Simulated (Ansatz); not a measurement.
**How K(110) screens a field**

Aim: image plane and induced charge of K(110).

Program: Ansatz 0.2.0. Level of theory: plane-wave DFT, PBE, Ansatz PAW. Values are calculated unless marked as measured.

## Step 1: The structure

The cell holds 5 atoms: 5 K. Cell: a = 4.529 Å, b = 4.529 Å, c = 32.793 Å, α = 90.0°, β = 90.0°, γ = 70.5°. Vacuum lies along c.

## Step 2: Atoms held, field 0

A sawtooth potential applies the field, turning back in the middle of the vacuum. With the dipole correction the typed value is the field outside the slab. The induced dipole is small, so the SCF threshold is tight.

The input, input.yaml:

```yaml
crystal:
  lattice:
    - [3.6981684656, -2.615, 0.0]
    - [3.6981684656, 2.615, 0.0]
    - [0.0, 0.0, 32.7926738624]
  atoms:
    - { symbol: K, position: [0.0, 0.0, 0.2744515448] }
    - { symbol: K, position: [0.5, 0.5, 0.3872257724] }
    - { symbol: K, position: [0.0, 0.0, 0.5] }
    - { symbol: K, position: [0.5, 0.5, 0.6127742276] }
    - { symbol: K, position: [0.0, 0.0, 0.7255484552] }
kpoints:
  mp_grid: { grid: [12, 12, 1] }
hamiltonian:
  xc: pbe
scf:
  occupations: { method: fermi_dirac, width: 0.1 }
  convergence: { dr2_threshold: 1.0e-10 }
efield:
  axis: 3
  dipole_correction: true
  ramp_position: 0.97
  ramp_width: 0.06
  amplitude: 0
output:
  forces: true
  write_potential: true
  write_density: true
  volumetric_format: npy
```

Command:

```console
> ansatz run input.yaml --threads 2 --pin off --max-ram 3072MiB --backend cpu --events-out ev --progress --plain --runs-dir out
```

Log:

```text
Engine: ansatz 0.2.0, aarch64-unknown-linux-gnu
Pseudopotentials: kind: paw
Pseudopotential: K, paw, valence charge 9, recommended cutoff 420 eV (normal), K.paw.azcp
Functional definition: PBE
  parameter kappa = 0.804
  parameter beta = 0.066725
  exchange = pbe_x(kappa = kappa, mu = beta*pi^2/3)
  correlation = pbe_c(beta = beta)
Crystal: 5 atoms, lattice volume = 634.257 Å³
Basis set: ecut = 420 eV, 12473 PW (Γ), exchange–correlation on 64×64×450 points (8 copies of the dense FFT grid, shifted against one another)
Bands: 28, of which v1, the nominal top of the filled ones, is band 23 counted from 1 (22 counted from 0)
Symmetry: 4 space group operations
k-points: 43 of 144
Non-local potential: K, projectors of the file, l = 0: 3, l = 1: 2, l = 2: 2
PAW form: soft (Blöchl's): semilocal exchange-correlation on the pseudo side does not see the compensation charge
PAW one-centre angular grid: K, 110 points (default); XC on 64 Gauss nodes
Initial density: superposition of atomic densities (neutral atoms: chi_scale 0, normalization atom), corrected by the library's trained network
Initial wavefunctions: pseudopotential atomic-orbital guess
Functional: x = pbe(κ = 0.804, μ = 0.219515), c = pbe(β = 0.066725)
SCF iter   1: F=—  HF=-7688.729157 eV  |F-HF|=—  |Δ(HF+E_count)|=         —  Δρ=6.28e-4  dr2=1.88e-1  ethr=1.77e-3  p=0.000 e·Å  D=1.71e-14 V/Å  ΔV_dip=-0.00 eV  dr2_dipole=1.05e-9  V_vac-E_F(+/−)=2.59/2.59 eV  ⟨swp⟩=10.3  Hψ=6290  notcnv=0
efield: sawtooth ramp at fractional position 0.9700 (set: `efield.ramp_position`, or a place that a band, a saddle search or an elastic batch's reference lends), width 0.0600; the density the first Hamiltonian is built on has a dipole p = 0.000 e·Å; the dipole correction subtracts the counter field D = 1.71e-14 V/Å, which shifts the + side's vacuum level by -0.00 eV against the − side's; the planar-averaged density in the ramp window peaks in size at 1.2e-5 e/Å³
preconditioner: auto → LDOS  [metal: Δε(μ)=0.018 eV  Ē_g=1.854 eV  σ=0.100 eV  W_gap=0.04  n_scr=64 (ndim 8)  ℏωp=3.3 eV  f_vac=0.401  D(μ)=4.19/eV (n_scr^D=10)  β→1.0]
SCF iter   2: F=—  HF=-7688.721415 eV  |F-HF|=—  |Δ(HF+E_count)|=   7.74e-3  Δρ=2.30e-4  dr2=1.52e-3  ethr=4.17e-4  p=0.000 e·Å  D=1.06e-7 V/Å  ΔV_dip=-0.00 eV  dr2_dipole=8.99e-11  V_vac-E_F(+/−)=2.43/2.43 eV  ⟨swp⟩=1.1  Hψ=1552  notcnv=0
SCF iter   3: F=—  HF=-7688.721509 eV  |F-HF|=—  |Δ(HF+E_count)|=   9.45e-5  Δρ=2.26e-4  dr2=3.64e-4  ethr=3.38e-6  p=-0.000 e·Å  D=-4.70e-7 V/Å  ΔV_dip=0.00 eV  dr2_dipole=8.93e-13  V_vac-E_F(+/−)=2.41/2.41 eV  ⟨swp⟩=2.0  Hψ=2037  notcnv=0
SCF iter   4: F=—  HF=-7688.721427 eV  |F-HF|=—  |Δ(HF+E_count)|=   8.27e-5  Δρ=5.10e-5  dr2=5.33e-5  ethr=8.09e-7  p=-0.000 e·Å  D=-2.66e-7 V/Å  ΔV_dip=0.00 eV  dr2_dipole=5.11e-12  V_vac-E_F(+/−)=2.40/2.40 eV  ⟨swp⟩=2.0  Hψ=1916  notcnv=0
SCF iter   5: F=—  HF=-7688.721445 eV  |F-HF|=—  |Δ(HF+E_count)|=   1.84e-5  Δρ=1.75e-5  dr2=3.46e-6  ethr=1.19e-7  p=-0.000 e·Å  D=-1.18e-7 V/Å  ΔV_dip=0.00 eV  dr2_dipole=1.06e-11  V_vac-E_F(+/−)=2.40/2.40 eV  ⟨swp⟩=2.6  Hψ=2059  notcnv=0
SCF iter   6: F=—  HF=-7688.721477 eV  |F-HF|=—  |Δ(HF+E_count)|=   3.19e-5  Δρ=2.98e-6  dr2=2.63e-7  ethr=7.68e-9  p=-0.000 e·Å  D=-4.95e-8 V/Å  ΔV_dip=0.00 eV  dr2_dipole=3.14e-12  V_vac-E_F(+/−)=2.40/2.40 eV  ⟨swp⟩=2.0  Hψ=2113  notcnv=0
SCF iter   7: F=—  HF=-7688.721477 eV  |F-HF|=—  |Δ(HF+E_count)|=   4.63e-8  Δρ=7.49e-7  dr2=3.54e-8  ethr=5.85e-10  p=0.000 e·Å  D=2.59e-9 V/Å  ΔV_dip=-0.00 eV  dr2_dipole=4.36e-13  V_vac-E_F(+/−)=2.40/2.40 eV  ⟨swp⟩=2.5  Hψ=1646  notcnv=0
SCF iter   8: F=—  HF=-7688.721477 eV  |F-HF|=—  |Δ(HF+E_count)|=   5.48e-9  Δρ=1.60e-7  dr2=1.19e-9  ethr=7.86e-11  p=-0.000 e·Å  D=-7.53e-10 V/Å  ΔV_dip=0.00 eV  dr2_dipole=9.16e-15  V_vac-E_F(+/−)=2.40/2.40 eV  ⟨swp⟩=1.9  Hψ=1354  notcnv=0
SCF iter   9: F=—  HF=-7688.721477 eV  |F-HF|=—  |Δ(HF+E_count)|=  5.20e-10  Δρ=1.10e-7  dr2=1.84e-10  ethr=1.00e-12  p=-0.000 e·Å  D=-7.23e-9 V/Å  ΔV_dip=0.00 eV  dr2_dipole=1.90e-14  V_vac-E_F(+/−)=2.40/2.40 eV  ⟨swp⟩=12.0  Hψ=7976  notcnv=0
SCF iter  10: F=-7688.721477 eV  HF=-7688.721477 eV  |F-HF|=4.91e-11  |Δ(HF+E_count)|=  5.18e-10  Δρ=3.26e-8  dr2=2.26e-11  ethr=1.00e-12  p=-0.000 e·Å  D=-1.28e-8 V/Å  ΔV_dip=0.00 eV  dr2_dipole=8.01e-15  V_vac-E_F(+/−)=2.40/2.40 eV  ⟨swp⟩=6.9  Hψ=5536  notcnv=0
SCF 1 converged in 10 iterations: F = -7688.721477 eV  dr2 = 2.26e-11
  greatest PAW one-centre occupation: 0.988 electrons in one spin orbital (limit 2), on the K atom at site 4 (counted from 0), in its partial waves of l = 0
WARN: The output density's exchange-correlation potential varies sharply where the density is thin. Do not read a vacuum level from v_tot or v_xc, or from such a field of the output density. On a cell that repeats whose density bears no net charge and no dipole along the vacuum's axis use v_es (v_loc + v_h of the components); under efield.dipole_correction with no amplitude use v_es + v_field, which holds any externa [...]
SCF converged after 10 iterations
Free energy (F): -7688.721477 eV
Harris-Foulkes:  -7688.721477 eV  (|F-HF|=4.91e-11)
Internal energy: -7688.583744 eV  (E = F + TS)
E sigma→0 (E₀):  -7688.652611 eV
Entropy (-TS):   -0.137733 eV (-27.547 meV/atom)
Fermi energy:    0.067254 eV
Dipole field:    D = 0.000000 V/Å  (p = 0.000000 e·Å, saw-weighted, corrected)
Work function:   Φ+ = 2.3950 eV   Φ− = 2.3951 eV
Levels:          The Fermi level and band energies are counted from a zero that moves with the ramp; work functions are not
--- Per-component energies (eV) ---
  E_band       = -792.895001
  E_kinetic    = 1261.004060
  E_local      = -14019.572044  (includes V_loc(G=0)·N_el)
  E_nonlocal   = 64.787229
  E_hartree    = 6430.192522
  E_xc         = -668.629143
  E_vxc        = -814.984127  (∫ρ·V_xc dr)
  E_paw        = -3909.261557  (= ΣΔE_a)
  E_vpaw       = -144.514704  (= ΣTr[D̂ρ^β])
  E_aug_tail   = -0.000017  (compensation charges beyond the density's cutoff)
  E_efield     = 0.000000  (sawtooth field / dipole correction)
  E_vefield    = 0.000000  (∫n·V_field dr)
  E_ewald      = 3152.895205
  E_smearing   = -0.137733  (= −TS)
  E_closure    = 0.000000  (closes the sum)
  Σ components = -7688.721477   (vs F -7688.721477, Δ=0.00e0)
--- Forces (eV/Å), atoms counted from 1 ---
  atom   1  K      0.00000000     0.00000000    -0.00371572
  atom   2  K      0.00000000     0.00000000    -0.00928108
  atom   3  K      0.00000000     0.00000000    -0.00000001
  atom   4  K      0.00000000     0.00000000     0.00928107
  atom   5  K      0.00000000     0.00000000     0.00371574
  max |Σ_I F_I| component: 1.43e-8 eV/Å
--- Band table (eV; the first three rows and the last of 43) ---
  k-point 0: bands = [... 19 lower, -15.4923, -2.0411, -1.7827, -1.3487, -0.7640, -0.0901, 0.7175, 1.2184, ... 1 higher]
  k-point 1: bands = [... 19 lower, -15.4939, -1.9752, -1.7178, -1.2852, -0.7020, -0.0296, 0.7562, 1.2699, ... 1 higher]
  k-point 2: bands = [... 19 lower, -15.4949, -1.7796, -1.5255, -1.0974, -0.5191, 0.1483, 0.8717, 1.4192, ... 1 higher]
  k-point 42: bands = [... 19 lower, -15.4969, 0.6028, 0.8092, 0.8616, 0.9366, 1.1682, 1.2472, 1.4862, ... 1 higher]
```

Elapsed: 98 s, on 2 threads of Arm Neoverse N1, shared host; peak memory 0.97 GiB; 3.1 min of CPU time.

Reading the cycles: dr2 is the Hartree energy of the density residual (eV), the measure of convergence; HF is the Harris–Foulkes estimate of the energy, which meets the free energy F at convergence.

This step gave:

```
energy at zero smearing   : -7688.6526 eV
work function, upper face : 2.395 eV
dipole along the normal   : 1.92e-7 e·Å
```

Running mean over 3.698 Å of the planar mean; the ramp of the sawtooth is left out. Table of electron's electrostatic potential energy less the Fermi level by z:

| z (Å) | electron's electrostatic potential energy less the Fermi level (eV) |
| --- | --- |
| 4 | 2.38 |
| 5 | 2.32 |
| 6 | 2.06 |
| 7 | 0.911 |
| 8 | -0.595 |
| 9 | -0.806 |
| 10 | -0.728 |
| 11 | -0.682 |
| 12 | -0.680 |
| 13 | -0.684 |
| 14 | -0.681 |
| 15 | -0.680 |
| 16 | -0.682 |
| 17 | -0.682 |
| 18 | -0.680 |
| 19 | -0.682 |
| 20 | -0.684 |
| 21 | -0.678 |
| 22 | -0.686 |
| 23 | -0.746 |
| 24 | -0.805 |
| 25 | -0.419 |
| 26 | 1.28 |
| 27 | 2.15 |
| 28 | 2.34 |
| 29 | 2.38 |

The work function of the upper face is 2.40 eV.

## Step 3: Single point, field 0.03 V/Å

Edit input.yaml of step 2 so:

```diff
@@ -23,3 +23,3 @@
   ramp_width: 0.06
-  amplitude: 0
+  amplitude: 0.03
 output:
```

Log:

```text
[...]
Crystal: 5 atoms, lattice volume = 634.257 Å³
Basis set: ecut = 420 eV, 12473 PW (Γ), exchange–correlation on 64×64×450 points (8 copies of the dense FFT grid, shifted against one another)
Bands: 28, of which v1, the nominal top of the filled ones, is band 23 counted from 1 (22 counted from 0)
Symmetry: 4 space group operations
k-points: 43 of 144
[...]
k-point 0: bands = [... 19 lower, -15.4926, -2.0414, -1.7830, -1.3489, -0.7643, -0.0904, 0.7167, 1.2177, ... 1 higher]
  k-point 1: bands = [... 19 lower, -15.4941, -1.9755, -1.7181, -1.2855, -0.7023, -0.0299, 0.7555, 1.2691, ... 1 higher]
  k-point 2: bands = [... 19 lower, -15.4952, -1.7799, -1.5258, -1.0976, -0.5194, 0.1480, 0.8712, 1.4185, ... 1 higher]
  k-point 42: bands = [... 19 lower, -15.4972, 0.6025, 0.8089, 0.8613, 0.9363, 1.1679, 1.2469, 1.4860, ... 1 higher]
[key lines of the parts left out:]
SCF converged after 11 iterations
Free energy (F): -7688.722457 eV
Fermi energy:    0.066972 eV
Dipole field:    D = 0.018638 V/Å  (p = 0.065329 e·Å, saw-weighted, corrected)
```

Wall time 99 s (2 threads); peak memory 0.96 GiB.

The dipole is 0.0653 e·Å.

## Step 4: Atoms held, field -0.03 V/Å

Edit input.yaml of step 3 so:

```diff
@@ -23,3 +23,3 @@
   ramp_width: 0.06
-  amplitude: 0.03
+  amplitude: -0.03
 output:
```

Log:

```text
[...]
Crystal: 5 atoms, lattice volume = 634.257 Å³
Basis set: ecut = 420 eV, 12473 PW (Γ), exchange–correlation on 64×64×450 points (8 copies of the dense FFT grid, shifted against one another)
Bands: 28, of which v1, the nominal top of the filled ones, is band 23 counted from 1 (22 counted from 0)
Symmetry: 4 space group operations
k-points: 43 of 144
[...]
k-point 0: bands = [... 19 lower, -15.4926, -2.0414, -1.7830, -1.3489, -0.7643, -0.0904, 0.7167, 1.2177, ... 1 higher]
  k-point 1: bands = [... 19 lower, -15.4941, -1.9755, -1.7181, -1.2855, -0.7023, -0.0299, 0.7555, 1.2691, ... 1 higher]
  k-point 2: bands = [... 19 lower, -15.4952, -1.7799, -1.5258, -1.0976, -0.5194, 0.1480, 0.8712, 1.4185, ... 1 higher]
  k-point 42: bands = [... 19 lower, -15.4972, 0.6025, 0.8089, 0.8613, 0.9363, 1.1679, 1.2469, 1.4860, ... 1 higher]
[key lines of the parts left out:]
SCF converged after 11 iterations
Free energy (F): -7688.722457 eV
Fermi energy:    0.066972 eV
Dipole field:    D = -0.018638 V/Å  (p = -0.065330 e·Å, saw-weighted, corrected)
```

The job ended after 1.9 min (2 threads; peak memory 0.95 GiB; 3.3 min of CPU time).

The dipole is -0.0653 e·Å.

## Step 5: Single point, field 0.1 V/Å

Edit input.yaml of step 4 so:

```diff
@@ -23,3 +23,3 @@
   ramp_width: 0.06
-  amplitude: -0.03
+  amplitude: 0.1
 output:
```

Log:

```text
[...]
Crystal: 5 atoms, lattice volume = 634.257 Å³
Basis set: ecut = 420 eV, 12473 PW (Γ), exchange–correlation on 64×64×450 points (8 copies of the dense FFT grid, shifted against one another)
Bands: 28, of which v1, the nominal top of the filled ones, is band 23 counted from 1 (22 counted from 0)
Symmetry: 4 space group operations
k-points: 43 of 144
[...]
k-point 0: bands = [... 19 lower, -15.4954, -2.0442, -1.7858, -1.3516, -0.7670, -0.0936, 0.7092, 1.2101, ... 1 higher]
  k-point 1: bands = [... 19 lower, -15.4970, -1.9783, -1.7208, -1.2881, -0.7050, -0.0331, 0.7484, 1.2613, ... 1 higher]
  k-point 2: bands = [... 19 lower, -15.4980, -1.7827, -1.5285, -1.1003, -0.5222, 0.1448, 0.8652, 1.4105, ... 1 higher]
  k-point 42: bands = [... 19 lower, -15.5000, 0.5997, 0.8060, 0.8586, 0.9335, 1.1651, 1.2442, 1.4832, ... 1 higher]
[key lines of the parts left out:]
SCF converged after 11 iterations
Free energy (F): -7688.732367 eV
Fermi energy:    0.064123 eV
Dipole field:    D = 0.062153 V/Å  (p = 0.217853 e·Å, saw-weighted, corrected)
```

It took 2 min on 2 threads; peak memory 0.96 GiB.

The dipole is 0.218 e·Å.

## Step 6: Atoms held, field -0.1 V/Å

Edit input.yaml of step 5 so:

```diff
@@ -23,3 +23,3 @@
   ramp_width: 0.06
-  amplitude: 0.1
+  amplitude: -0.1
 output:
```

Log:

```text
[...]
Crystal: 5 atoms, lattice volume = 634.257 Å³
Basis set: ecut = 420 eV, 12473 PW (Γ), exchange–correlation on 64×64×450 points (8 copies of the dense FFT grid, shifted against one another)
Bands: 28, of which v1, the nominal top of the filled ones, is band 23 counted from 1 (22 counted from 0)
Symmetry: 4 space group operations
k-points: 43 of 144
[...]
k-point 0: bands = [... 19 lower, -15.4954, -2.0442, -1.7858, -1.3516, -0.7670, -0.0936, 0.7092, 1.2101, ... 1 higher]
  k-point 1: bands = [... 19 lower, -15.4970, -1.9783, -1.7208, -1.2881, -0.7050, -0.0331, 0.7484, 1.2613, ... 1 higher]
  k-point 2: bands = [... 19 lower, -15.4980, -1.7827, -1.5285, -1.1003, -0.5222, 0.1448, 0.8652, 1.4105, ... 1 higher]
  k-point 42: bands = [... 19 lower, -15.5000, 0.5997, 0.8060, 0.8586, 0.9335, 1.1651, 1.2442, 1.4832, ... 1 higher]
[key lines of the parts left out:]
SCF converged after 11 iterations
Free energy (F): -7688.732367 eV
Fermi energy:    0.064123 eV
Dipole field:    D = -0.062153 V/Å  (p = -0.217855 e·Å, saw-weighted, corrected)
```

Elapsed: 1.9 min, on 2 threads; peak memory 0.95 GiB.

The dipole is -0.218 e·Å.

## Step 7: Single point, field 0.15 V/Å

Edit input.yaml of step 6 so:

```diff
@@ -23,3 +23,3 @@
   ramp_width: 0.06
-  amplitude: -0.1
+  amplitude: 0.15
 output:
@@ -29 +29,2 @@
   volumetric_format: npy
+  elf: true
```

Log:

```text
[...]
Crystal: 5 atoms, lattice volume = 634.257 Å³
Basis set: ecut = 420 eV, 12473 PW (Γ), exchange–correlation on 64×64×450 points (8 copies of the dense FFT grid, shifted against one another)
Bands: 28, of which v1, the nominal top of the filled ones, is band 23 counted from 1 (22 counted from 0)
Symmetry: 4 space group operations
k-points: 43 of 144
[...]
k-point 0: bands = [... 19 lower, -15.4993, -2.0481, -1.7896, -1.3553, -0.7708, -0.0980, 0.6986, 1.1990, ... 1 higher]
  k-point 1: bands = [... 19 lower, -15.5009, -1.9822, -1.7246, -1.2919, -0.7088, -0.0375, 0.7384, 1.2500, ... 1 higher]
  k-point 2: bands = [... 19 lower, -15.5019, -1.7867, -1.5323, -1.1041, -0.5260, 0.1403, 0.8568, 1.3989, ... 1 higher]
  k-point 42: bands = [... 19 lower, -15.5039, 0.5958, 0.8021, 0.8548, 0.9296, 1.1612, 1.2405, 1.4793, ... 1 higher]
[key lines of the parts left out:]
SCF converged after 11 iterations
Free energy (F): -7688.745987 eV
Fermi energy:    0.060169 eV
Dipole field:    D = 0.093283 V/Å  (p = 0.326969 e·Å, saw-weighted, corrected)
```

It took 2 min on 2 threads; peak memory 0.95 GiB.

Running mean over 3.698 Å of the planar mean, with the applied field; the ramp of the sawtooth is left out. Table of electron's electrostatic potential energy less the Fermi level by z:

z (Å), electron's electrostatic potential energy less the Fermi level (eV) and a bar from the least value:
```
        4       2.06 ########################
        5       2.13 #########################
        6       1.98 #######################
        7       0.89 ##############
        8      -0.59 ##
        9      -0.80 
       10      -0.73 #
       11      -0.68 #
       12      -0.68 #
       13      -0.68 #
       14      -0.68 #
       15      -0.68 #
       16      -0.68 #
       17      -0.68 #
       18      -0.68 #
       19      -0.68 #
       20      -0.68 #
       21      -0.68 #
       22      -0.68 #
       23      -0.75 #
       24      -0.81 
       25      -0.42 ###
       26       1.32 ##################
       27       2.27 ##########################
       28       2.58 ############################
       29       2.77 ##############################
```

The dipole is 0.327 e·Å.

## Step 8: The response

This step: plane-wave DFT, PBE, Ansatz PAW; screening of a field by a metal slab (Ansatz 0.2.0).

The dipoles give the slope, and the difference of two potentials shows where the field is screened.

This step gave:

- equivalent conductor thickness p/(ε₀AE): 20.38 Å
- distance between the outer atoms: 14.79 Å
- inner field over outer field: 0.001092
- image plane, upper face: 2.868 Å
- induced electrons on the upper face over ε₀E: -0.9837
- image plane, lower face: 2.868 Å
- induced electrons on the lower face over ε₀E: 0.9837

Table of dipole of the cell by applied field:

| applied field (V/Å) | dipole of the cell (e·Å) |
| --- | --- |
| -0.100 | -0.218 |
| -0.030 | -0.0653 |
| 0.000 | 0 |
| 0.030 | 0.0653 |
| 0.100 | 0.218 |
| 0.150 | 0.327 |

Local field over the applied field, running mean. From the potentials at -0.03 and 0.03 V/Å; running mean over 3.698 Å. The local field over applied field by z:

| z (Å) | local field over applied field |
| --- | --- |
| 5 | 0.834 |
| 6 | 0.611 |
| 7 | 0.327 |
| 8 | 0.0851 |
| 9 | -0.0411 |
| 10 | -0.0409 |
| 11 | -0.00290 |
| 12 | 0.0125 |
| 13 | 0.00407 |
| 14 | -0.00468 |
| 15 | -0.00171 |
| 16 | 0.00452 |
| 17 | 0.00355 |
| 18 | -0.00299 |
| 19 | -0.00385 |
| 20 | 0.00675 |
| 21 | 0.0117 |
| 22 | -0.00951 |
| 23 | -0.0479 |
| 24 | -0.0266 |
| 25 | 0.128 |
| 26 | 0.385 |
| 27 | 0.666 |
| 28 | 0.866 |

[end of part 1 of 2]

[Long decimals in the printed logs are rounded to 6 places.]

[Logs are printed without paths, hosts, clocks, repeated set-up lines and the standing remarks that a program may print on its own settings, such as how far it seeks lower states.]

[Hosts, paths, dates, database ids (printed as entryN), source tags and the programs' standing remarks are cut or masked in the printed files.]

[Maps of the electrostatic potential energy from Ansatz leave out the sawtooth potential of an applied field or a dipole correction, so their vacuum need not be flat; planar profiles and work functions include it.]
